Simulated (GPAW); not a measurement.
The B K edge of atom 5 in YCo3B2 (P6/mmm), with 6 Co at 2.10 Å (distorted trigonal prismatic, site symmetry -6m2), was computed in 2 ways: excited-electron core hole (neutral cell) and no core hole. Program and functional: GPAW, LDA, Gaussian full width 0.9 eV up to 4 eV, rising linearly to 3.5 eV at 25 eV; cells of 6 and 18 atoms (the run without a hole in the smaller).

Each run is counted from its own lowest empty level or Fermi level and scaled to a mean of 1 over its first 20 eV.

```csv
E (eV),run 1,run 2
-2.0,0.00,0.00
-1.5,0.00,0.00
-1.0,0.00,0.00
-0.5,0.07,0.09
0.0,0.28,0.45
0.5,0.47,0.96
1.0,0.72,1.40
1.5,0.95,1.34
2.0,0.84,1.08
2.5,0.69,1.12
3.0,0.59,1.36
3.5,0.75,1.90
4.0,1.13,2.05
4.5,1.47,1.74
5.0,1.44,1.58
5.5,1.53,1.73
6.0,1.84,1.68
6.5,2.04,1.33
7.0,1.92,0.91
7.5,1.59,0.55
8.0,1.13,0.34
8.5,0.67,0.28
9.0,0.44,0.31
9.5,0.40,0.41
10.0,0.44,0.54
10.5,0.50,0.71
11.0,0.59,0.88
11.5,0.70,1.00
12.0,0.83,1.03
12.5,0.94,0.98
13.0,0.98,0.90
13.5,0.95,0.87
14.0,0.91,0.89
14.5,0.92,0.95
15.0,1.01,1.03
15.5,1.17,1.10
16.0,1.31,1.10
16.5,1.37,1.01
17.0,1.30,0.87
17.5,1.16,0.73
18.0,1.00,0.65
18.5,0.89,0.63
19.0,0.86,0.66
19.5,0.88,0.70
20.0,0.92,0.72
20.5,0.95,0.71
21.0,0.96,0.68
21.5,0.93,0.64
22.0,0.89,0.59
22.5,0.84,0.56
23.0,0.79,0.53
23.5,0.75,0.51
24.0,0.71,0.50
24.5,0.68,0.48
25.0,0.65,0.47
25.5,0.62,0.45
26.0,0.60,0.44
26.5,0.58,0.44
27.0,0.57,0.44
27.5,0.57,0.46
28.0,0.58,0.47
28.5,0.59,0.47
29.0,0.60,0.47
29.5,0.59,0.45
30.0,0.57,0.43
30.5,0.53,0.39
31.0,0.48,0.36
31.5,0.44,0.34
32.0,0.41,0.34
```

Question: Which run is which?

Run 1: no core hole (area from −2 to 6 eV 5.9, main maxima 1.5 eV (0.95), 4.6 eV (1.48), 6.6 eV (2.04), 13.0 eV (0.98) and 16.5 eV (1.37)). Run 2: excited-electron core hole (neutral cell) (area from −2 to 6 eV 8.8, main maxima 1.2 eV (1.45), 3.8 eV (2.08), 5.7 eV (1.76) and 15.8 eV (1.11)). With each curve scaled to its own mean, the area from −2 to 6 eV with the hole is 8.8 against 5.9, and the centre of weight from −1 to 20 eV moves by -1.2 eV: the hole pulls the absorber's empty states down.

[Banner, clock and machine lines of the logs are left out without a mark of their own.]

[Logs are printed without paths, hosts, clocks, repeated set-up lines and the standing remarks that a program may print on its own settings, such as how far it seeks lower states.]

[Hosts, paths, dates, database ids (printed as entryN), source tags and the programs' standing remarks are cut or masked in the printed files.]

[Lists of maxima count a maximum above −3 eV only where it reaches 4 % of the highest in the window and stands out from its surroundings by 2 % of it (1.5 % where it reaches 55 %); shoulders and weaker maxima are passed over, and of the rest the first, up to two pre-edge ones and the few strongest are named.]
